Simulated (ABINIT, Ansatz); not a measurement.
**A GW run on In2O3 (R-3c) in ABINIT, with inputs changed**

What do changed inputs do to GW on In2O3 (R-3c)?

Main program and level: ABINIT 10.8.3; LDA and many-body steps on it, plane waves.

**1. The structure**

It takes space group R-3c (No. 167, trigonal). The conventional cell has a = 5.487 Å, b = 5.487 Å, c = 14.510 Å, α = 90.00°, β = 90.00°, γ = 120.00°. Nearest to In lie 6 O at 2.12 to 2.26 Å. O has 4 In at 2.12 to 2.26 Å nearest. Farther neighbours and most contacts between anions are not listed.

The cell and positions come from the Crystallography Open Database and are kept as given unless a step says otherwise. This is not the form that In2O3 usually takes at ambient conditions.

**2. Screening, 4×4×4 mesh, 128 bands, screening to 98 eV**

This step: ABINIT 10.8.3; RPA screening on LDA, plane waves, norm-conserving pseudopotentials.

The RPA dielectric matrix is built and inverted for each q.

Contents of run.abi:

```
acell 3*1.0 Angstrom
rprim 
  2.743499999981 1.583960463511 4.836666666700
  -2.743499999981 1.583960463511 4.836666666700
  -0.000000000000 -3.167920927022 4.836666666700
ntypat 2
znucl 49 8
natom 10
typat 1 1 1 1 2 2 2 2 2 2
xred 
  0.357310000000 0.357310000000 0.357310000000
  0.142690000000 0.142690000000 0.142690000000
  0.642690000000 0.642690000000 0.642690000000
  0.857310000000 0.857310000000 0.857310000000
  0.548000000000 0.952000000000 0.250000000000
  0.250000000000 0.548000000000 0.952000000000
  0.952000000000 0.250000000000 0.548000000000
  0.452000000000 0.048000000000 0.750000000000
  0.750000000000 0.452000000000 0.048000000000
  0.048000000000 0.750000000000 0.452000000000
pp_dirpath "pseudos"
pseudos "In.upf, O.upf"
ecut 42
ngkpt 4 4 4
nshiftk 1
shiftk 0 0 0
kptopt 1
chksymbreak 0
istwfk *1
occopt 1
irdwfk 1
optdriver 3
nband 128
ecuteps 3.6
inclvkb 2
awtr 1
symchi 1
indata_prefix "in"
outdata_prefix "out"
tmpdata_prefix "tmp"
```

On the command line:

```sh
OMP_NUM_THREADS=1 mpirun -n 4 abinit run.abi > log
```

Log:

```text
.Version 10.8.3 of ABINIT. v10.8.2 released Aug 2026.

 Symmetries : space group R-3 c (#167); Bravais hR (rhombohedral)
[... echo of the input left out ...]
== DATASET  1 ==================================================================
-   mpi_nproc: 4, omp_nthreads: 1 (-1 if OMP is not activated)

--- !DatasetInfo
iteration_state: {dtset: 1, }
dimensions: {natom: 10, nkpt: 13, mband: 128, nsppol: 1, nspinor: 1, nspden: 1, mpw: 11092, }
cutoff_energies: {ecut:  42.0, pawecutdg:  -1.0, }
electrons: {nelect:   1.20000000E+02, charge:   0.00000000E+00, occopt:   1.00000000E+00, tsmear:   1.00000000E-02, }

 SCREENING: Calculation of the susceptibility and dielectric matrices

 Based on a program developped by R.W. Godby, V. Olevano, G. Onida, and L. Reining.
 Incorporated in ABINIT by V. Olevano, G.-M. Rignanese, and M. Torrent.
.Using double precision arithmetic ; gwpc =  8

[... cell and pseudopotentials left out ...]
--------------------------------------------------------------------------------

 ==== K-mesh for the wavefunctions ====
 Number of points in the irreducible wedge :    13
[... list of points left out ...]
 Together with 12 symmetry operations and time-reversal symmetry
 yields    64 points in the full Brillouin Zone.

 ==== Q-mesh for the screening function ====
 Number of points in the irreducible wedge :    13
[... list of points left out ...]
 Together with 12 symmetry operations and time-reversal symmetry
 yields    64 points in the full Brillouin Zone.

 setmesh: FFT mesh size selected  =    48x   48x   48
          total number of points  =       110592

 vcoul_init : cutoff-mode = AUXILIARY_FUNCTION
 q-points for optical limit:   1
     1)      0.000010    0.000020    0.000030

- screening: taking advantage of time-reversal symmetry
- Maximum band index for partially occupied states nbvw = 60
- Remaining bands to be divided among processors   nbcw = 68
- Number of bands treated by each node ~17

 Number of electrons calculated from density =  120.0000; Expected =  120.0000
 average of density, n =  0.141006
 r_s =    1.1919
 omega_plasma =   36.2222 [eV]

 calculating chi0 at frequencies [eV] :
  1    0.000000E+00    0.000000E+00
  2    0.000000E+00    3.622218E+01

--------------------------------------------------------------------------------
  q-point number  1        q = ( 0.000000, 0.000000, 0.000000) [r.l.u.]
--------------------------------------------------------------------------------
[... chi0 elements left out ...]
 For q-point:  0.000010 0.000020 0.000030
  dielectric constant =   5.0559
  dielectric constant without local fields =   5.2396

  Average fulfillment of the sum rule on Im[epsilon] for q-point    1 :     26.86  [%]
[... wings left out ...]
  q-point number  2        q = ( 0.250000, 0.000000, 0.000000) [r.l.u.]
--------------------------------------------------------------------------------
[... chi0 elements left out ...]
  Average fulfillment of the sum rule on Im[epsilon] for q-point    2 :     35.79  [%]

 [... 11 further q-points ...]
```

It took 25 min on 4 MPI ranks of Arm Neoverse V1, shared host; peak memory 8.2 GiB; 1.6 h of CPU time.

This step gave:

* ε∞ with local fields, on this mesh, along the program's q direction: 5.056
* the same without local fields: 5.240
* plasma frequency: 36.22 eV
* plane waves in the screening matrix: 277

Local fields lower ε∞ by 4 %.

**3. Base**

The self-energy is evaluated for the states that the input lists, and the levels follow from it, in one-shot runs by the linearised quasiparticle equation.

This step: G0W0 on LDA, plane waves, norm-conserving pseudopotentials.

run.abi: that of step 2 with these lines changed.

```diff
@@ -31,8 +31,17 @@
 irdwfk 1
-optdriver 3
+optdriver 4
 nband 128
+gwcalctyp 0
+ecutsigx 42
+symsigma 1
+nkptgw 2
+kptgw 
+  0.2500000000 0.0000000000 0.0000000000
+  0.0000000000 0.0000000000 0.0000000000
+bdgw 
+  59 62
+  59 62
 ecuteps 3.6
-inclvkb 2
-awtr 1
-symchi 1
+irdscr 1
+ppmodel 1
 indata_prefix "in"
```

Log:

```text
.Version 10.8.3 of ABINIT. v10.8.2 released Aug 2026.

 Symmetries : space group R-3 c (#167); Bravais hR (rhombohedral)
[... echo of the input left out ...]
== DATASET  1 ==================================================================
-   mpi_nproc: 4, omp_nthreads: 1 (-1 if OMP is not activated)

--- !DatasetInfo
iteration_state: {dtset: 1, }
dimensions: {natom: 10, nkpt: 13, mband: 128, nsppol: 1, nspinor: 1, nspden: 1, mpw: 11092, }
cutoff_energies: {ecut:  42.0, pawecutdg:  -1.0, }
electrons: {nelect:   1.20000000E+02, charge:   0.00000000E+00, occopt:   1.00000000E+00, tsmear:   1.00000000E-02, }

 SIGMA: Calculation of the GW corrections

 Based on a program developped by R.W. Godby, V. Olevano, G. Onida, and L. Reining.
 Incorporated in ABINIT by V. Olevano, G.-M. Rignanese, and M. Torrent.
.Using double precision arithmetic ; gwpc =  8

[... cell and pseudopotentials left out ...]
--------------------------------------------------------------------------------

 ==== K-mesh for the wavefunctions ====
 Number of points in the irreducible wedge :    13
[... list of points left out ...]
 Together with 12 symmetry operations and time-reversal symmetry
 yields    64 points in the full Brillouin Zone.

 ==== Q-mesh for screening function ====
 Number of points in the irreducible wedge :    13
[... list of points left out ...]
 Together with 12 symmetry operations and time-reversal symmetry
 yields    64 points in the full Brillouin Zone.

 vcoul_init : cutoff-mode = AUXILIARY_FUNCTION
 q-points for optical limit:   1
     1)      0.000010    0.000020    0.000030
 setmesh: FFT mesh size selected  =    64x   64x   64
          total number of points  =       262144

 Number of electrons calculated from density =  120.0000; Expected =  120.0000
 average of density, n =  0.141006
 r_s =    1.1919
 omega_plasma =   36.2222 [eV]

 === KS Band Gaps ===
  >>>> For spin  1
   Minimum direct gap =   1.2462 [eV], located at k-point      :   0.0000  0.0000  0.0000
   Fundamental gap    =   1.1993 [eV], Top of valence bands at :   0.2500  0.0000  0.0000
                                       Bottom of conduction at :   0.0000  0.0000  0.0000
 SIGMA fundamental parameters:
 PLASMON POLE MODEL  1
 number of plane-waves for SigmaX                11031
 number of plane-waves for SigmaC and W            277
 number of plane-waves for wavefunctions         11031
 number of bands                                   128
 number of independent spin polarizations            1
 number of spinorial components                      1
 number of k-points in IBZ                          13
 number of q-points in IBZ                          13
 number of symmetry operations                      12
 number of k-points in BZ                           64
 number of q-points in BZ                           64
 number of frequencies for dSigma/dE                 9
 frequency step for dSigma/dE [eV]                0.25
 number of omega for Sigma on real axis              0
 max omega for Sigma on real axis  [eV]           0.00
 zcut for avoiding poles [eV]                     0.10

 EPSILON^-1 parameters (SCR file):
 dimension of the eps^-1 matrix on file            277
 dimension of the eps^-1 matrix used               277
 number of plane-waves for wavefunctions         11031
 number of bands                                   128
 number of q-points in IBZ                          13
 number of frequencies                               2
 number of real frequencies                          1
 number of imag frequencies                          1

 matrix elements of self-energy operator (all in [eV])

 Perturbative Calculation

--- !SelfEnergy_ee
iteration_state: {dtset: 1, }
kpoint     : [   0.250,    0.000,    0.000, ]
spin       : 1
KS_gap     :    2.787
QP_gap     :    4.380
Delta_QP_KS:    1.593
data: !SigmaeeData |
     Band     E0 <VxcDFT>   SigX SigC(E0)      Z dSigC/dE  Sig(E)    E-E0       E
       59   4.998 -20.100 -25.451   5.169   0.781  -0.281 -20.242  -0.142   4.856
       60   5.164 -20.301 -25.627   5.165   0.781  -0.281 -20.427  -0.126   5.038
       61   7.951 -16.821 -13.220  -1.821   0.824  -0.213 -15.354   1.467   9.418
       62  10.984 -16.835 -11.233  -2.929   0.830  -0.205 -14.617   2.218  13.202

--- !SelfEnergy_ee
iteration_state: {dtset: 1, }
kpoint     : [   0.000,    0.000,    0.000, ]
spin       : 1
KS_gap     :    1.246
QP_gap     :    2.701
Delta_QP_KS:    1.454
data: !SigmaeeData |
     Band     E0 <VxcDFT>   SigX SigC(E0)      Z dSigC/dE  Sig(E)    E-E0       E
       59   5.117 -20.966 -26.027   4.927   0.786  -0.273 -21.071  -0.105   5.012
       60   5.117 -20.966 -26.027   4.927   0.786  -0.273 -21.071  -0.105   5.012
       61   6.363 -15.066 -11.194  -2.267   0.841  -0.189 -13.716   1.349   7.712
       62  10.594 -13.715  -8.361  -3.263   0.841  -0.190 -11.957   1.758  12.351

== END DATASET(S) ==============================================================
================================================================================

 -outvars: echo values of variables after computation  --------
           etotal      0.0000000000E+00
            nband         128
             nkpt          13
          spgroup         167
 [... the other variables as echoed above ...]

 Calculation completed.
```

The job ended after 54 s (4 MPI ranks; peak memory 4.5 GiB).

Numbers from this step:

```yaml
g0w0_gap_on_the_points_computed: 2.674 eV
starting_gap_on_the_mesh: 1.199 eV
k_of_the_valence_top: 0.25, 0, 0
k_of_the_conduction_bottom: 0, 0, 0
z_at_the_valence_top: 0.781
z_at_the_conduction_bottom: 0.841
least_direct_g0w0_gap_on_the_computed_points: 2.7 eV
```

The gap on the mesh goes from 1.20 eV to 2.67 eV, a correction of +1.47 eV.

**4. Scissors in G**

run.abi: that of step 3 with these lines changed.

```diff
@@ -46,2 +46,3 @@
 ppmodel 1
+mbpt_sciss 0.5 eV
 indata_prefix "in"
```

Log:

```text
.Version 10.8.3 of ABINIT. v10.8.2 released Aug 2026.

 Symmetries : space group R-3 c (#167); Bravais hR (rhombohedral)
[... echo of the input left out ...]
== DATASET  1 ==================================================================
-   mpi_nproc: 4, omp_nthreads: 1 (-1 if OMP is not activated)

--- !DatasetInfo
iteration_state: {dtset: 1, }
dimensions: {natom: 10, nkpt: 13, mband: 128, nsppol: 1, nspinor: 1, nspden: 1, mpw: 11092, }
cutoff_energies: {ecut:  42.0, pawecutdg:  -1.0, }
electrons: {nelect:   1.20000000E+02, charge:   0.00000000E+00, occopt:   1.00000000E+00, tsmear:   1.00000000E-02, }

 SIGMA: Calculation of the GW corrections

 Based on a program developped by R.W. Godby, V. Olevano, G. Onida, and L. Reining.
 Incorporated in ABINIT by V. Olevano, G.-M. Rignanese, and M. Torrent.
.Using double precision arithmetic ; gwpc =  8

[... cell and pseudopotentials left out ...]
--------------------------------------------------------------------------------

 ==== K-mesh for the wavefunctions ====
 Number of points in the irreducible wedge :    13
[... list of points left out ...]
 Together with 12 symmetry operations and time-reversal symmetry
 yields    64 points in the full Brillouin Zone.

 ==== Q-mesh for screening function ====
 Number of points in the irreducible wedge :    13
[... list of points left out ...]
 Together with 12 symmetry operations and time-reversal symmetry
 yields    64 points in the full Brillouin Zone.

 vcoul_init : cutoff-mode = AUXILIARY_FUNCTION
 q-points for optical limit:   1
     1)      0.000010    0.000020    0.000030
 setmesh: FFT mesh size selected  =    64x   64x   64
          total number of points  =       262144

 Number of electrons calculated from density =  120.0000; Expected =  120.0000
[...]
max omega for Sigma on real axis  [eV]           0.00
 zcut for avoiding poles [eV]                     0.10
 scissor energy [eV]                              0.50

 EPSILON^-1 parameters (SCR file):
 dimension of the eps^-1 matrix on file            277
 dimension of the eps^-1 matrix used               277
 number of plane-waves for wavefunctions         11031
 number of bands                                   128
 number of q-points in IBZ                          13
 number of frequencies                               2
 number of real frequencies                          1
 number of imag frequencies                          1

 matrix elements of self-energy operator (all in [eV])

 Perturbative Calculation

--- !SelfEnergy_ee
iteration_state: {dtset: 1, }
kpoint     : [   0.250,    0.000,    0.000, ]
spin       : 1
KS_gap     :    2.787
QP_gap     :    4.427
Delta_QP_KS:    1.640
data: !SigmaeeData |
     Band     E0 <VxcDFT>   SigX SigC(E0)      Z dSigC/dE  Sig(E)    E-E0       E
       59   4.998 -20.100 -25.451   5.186   0.781  -0.280 -20.229  -0.128   4.870
       60   5.164 -20.301 -25.627   5.182   0.781  -0.280 -20.413  -0.112   5.052
       61   7.951 -16.821 -13.220  -1.855   0.826  -0.211 -15.293   1.528   9.479
[...]
--- !SelfEnergy_ee
iteration_state: {dtset: 1, }
kpoint     : [   0.000,    0.000,    0.000, ]
spin       : 1
KS_gap     :    1.246
QP_gap     :    2.745
Delta_QP_KS:    1.499
data: !SigmaeeData |
     Band     E0 <VxcDFT>   SigX SigC(E0)      Z dSigC/dE  Sig(E)    E-E0       E
[...]
61   6.363 -15.066 -11.194  -2.293   0.842  -0.188 -13.657   1.408   7.771
       62  10.594 -13.715  -8.361  -3.278   0.841  -0.189 -11.889   1.825  12.419

== END DATASET(S) ==============================================================
================================================================================

 -outvars: echo values of variables after computation  --------
           etotal      0.0000000000E+00
            nband         128
             nkpt          13
          spgroup         167
 [... the other variables as echoed above ...]

 Calculation completed.
```

It took 50 s on 4 MPI ranks; peak memory 4.5 GiB.

This step gave:

* G0W0 gap on the points computed: 2.719 eV
* starting gap on the mesh: 1.199 eV
* k of the valence top: 0.25, 0, 0
* k of the conduction bottom: 0, 0, 0
* Z at the valence top: 0.781
* Z at the conduction bottom: 0.842
* least direct G0W0 gap on the computed points: 2.745 eV

**5. Unknown plasmon-pole model**

run.abi: that of step 4 with these lines changed.

```diff
@@ -45,4 +45,3 @@
 irdscr 1
-ppmodel 1
-mbpt_sciss 0.5 eV
+ppmodel 7
 indata_prefix "in"
```

Log:

```text
.Version 10.8.3 of ABINIT. v10.8.2 released Aug 2026.

 Symmetries : space group R-3 c (#167); Bravais hR (rhombohedral)
================================================================================
 Values of the parameters that define the memory need of the present run
     intxc =       0    ionmov =       0      iscf =       7    lmnmax =       6
     lnmax =       6     mgfft =      64  mpssoang =       3    mqgrid =    3001
     natom =      10  nloc_mem =       1    nspden =       1   nspinor =       1
    nsppol =       1      nsym =      12    n1xccc =    2501    ntypat =       2
    occopt =       1   xclevel =       1
-    mband =         128        mffmem =           1         mkmem =           4
       mpw =       11092          nfft =      262144          nkpt =          13
================================================================================
  Rough estimation (10% accuracy) of disk space for files :
================================================================================

--------------------------------------------------------------------------------
------------- Echo of variables that govern the present computation ------------
--------------------------------------------------------------------------------
 -outvars: echo values of preprocessed input variables --------
            acell      1.8897261259E+00  1.8897261259E+00  1.8897261259E+00 Bohr

             bdgw          59      62      59      62
      chksymbreak           0
             ecut      4.20000000E+01 Hartree
          ecuteps      3.60000000E+00 Hartree
         ecutsigx      4.20000000E+01 Hartree
          ecutwfn      4.20000000E+01 Hartree
-          fftalg         312
           irdscr           1
           irdwfk           1

[...]
pspatm : epsatm=   33.93291270
         --- l  ekb(1:nproj) -->
[...]
pspatm: atomic psp has been read  and splines computed

- O Generated using ONCVPSP code by D. R. Hamann
-  8.00000   6.00000  201201                  znucl, zion, pspdat
12 -1012 2 -1 926                             pspcod,pspxc,lmax,lloc,mmax
     nproj     2     2     1
  pspatm : epsatm=    6.24525921
         --- l  ekb(1:nproj) -->
             0    7.204246    0.988881
             1   -5.310798   -1.313052
             2   -1.033686
 pspatm: atomic psp has been read  and splines computed

   2.07843847E+04                                ecore*ucvol(ha*bohr**3)
--------------------------------------------------------------------------------

 ==== K-mesh for the wavefunctions ====
 Number of points in the irreducible wedge :    13
 Reduced coordinates and weights :

     1)     0.00000000E+00  0.00000000E+00  0.00000000E+00       0.01563
     2)     2.50000000E-01  0.00000000E+00  0.00000000E+00       0.09375
     3)     5.00000000E-01  0.00000000E+00  0.00000000E+00       0.04688
[...]
Together with 12 symmetry operations and time-reversal symmetry
 yields    64 points in the full Brillouin Zone.

 ==== Q-mesh for screening function ====
 Number of points in the irreducible wedge :    13
 Reduced coordinates and weights :

[...]
12)    -2.50000000E-01  5.00000000E-01  2.50000000E-01       0.09375
    13)     5.00000000E-01  5.00000000E-01  5.00000000E-01       0.01563

 Together with 12 symmetry operations and time-reversal symmetry
 yields    64 points in the full Brillouin Zone.

 vcoul_init : cutoff-mode = AUXILIARY_FUNCTION
 q-points for optical limit:   1
     1)      0.000010    0.000020    0.000030
 setmesh: FFT mesh size selected  =    64x   64x   64
          total number of points  =       262144

 Number of electrons calculated from density =  120.0000; Expected =  120.0000
 average of density, n =  0.141006
 r_s =    1.1919
 omega_plasma =   36.2222 [eV]

--- !BUG
message: |
    Wrong ppm%model: 7

--- !BUG
message: |
    Wrong ppm%model: 7

--- from the log ---
Wrong ppm%model: 7
```

The job ended after 4.1 s (4 MPI ranks; peak memory 2 GiB).

The run stopped with an error after 4.1 s.

The program's words: Wrong ppm%model: 7

The fault put into this input: unknown plasmon-pole model.

**6. The runs together**

Times are wall times on 4 MPI ranks of Arm Neoverse V1, shared host, good to a factor of about two. A run's time includes the screening step that it read.

| run | mesh | bands | screening cutoff (eV) | DFT gap (eV) | gap on the mesh (eV) | direct (eV) | ε∞ used | time |
| --- | --- | --- | --- | --- | --- | --- | --- | --- |
| base | 4×4×4 | 128 | 98 | 1.199 | 2.674 | 2.700 | 5.06 | 26 min |
| scissors in G | 4×4×4 | 128 | 98 | 1.199 | 2.719 | 2.745 | 5.06 | 26 min |

**7. Results**

| Item | Value |
| --- | --- |
| base | 2.674 eV |
| scissors in G | 2.719 eV |
| known limits | not at the basis limit; no spin-orbit coupling |

In words: Scissors in G: +0.045 eV against base (keys changed: mbpt_sciss). Bands and cutoff are finite, so the gap is not at the basis limit. The miss can reach some tenths of an eV and take either sign; the mesh is an error of its own. In the G0W0 runs levels were corrected at 2 k points alone, so a gap called «on the mesh» is the least over those, and an edge elsewhere would be missed. The many-body steps are scalar-relativistic: spin-orbit coupling is not in them.

[Paths, hosts, dates, memory and timing lines, banners, echoed tables and standing remarks are left out of the program output.]

[Logs are printed without paths, hosts, clocks, repeated set-up lines and the standing remarks that a program may print on its own settings, such as how far it seeks lower states.]

[Runs of the session that timed out or met a known fault of the program may be left out.]

[Hosts, paths, dates, database ids (printed as entryN), source tags and the programs' standing remarks are cut or masked in the printed files.]

[G0W0 gaps are taken among the corrected bands and points alone; a level outside them can change the order at an edge.]

[Where Ansatz stands beside ABINIT at settings called matched, ABINIT's density can come from a denser mesh and the files from another edition; pairs whose starting gaps differed by over 0.03 eV were left out, so agreement reads better than it is.]
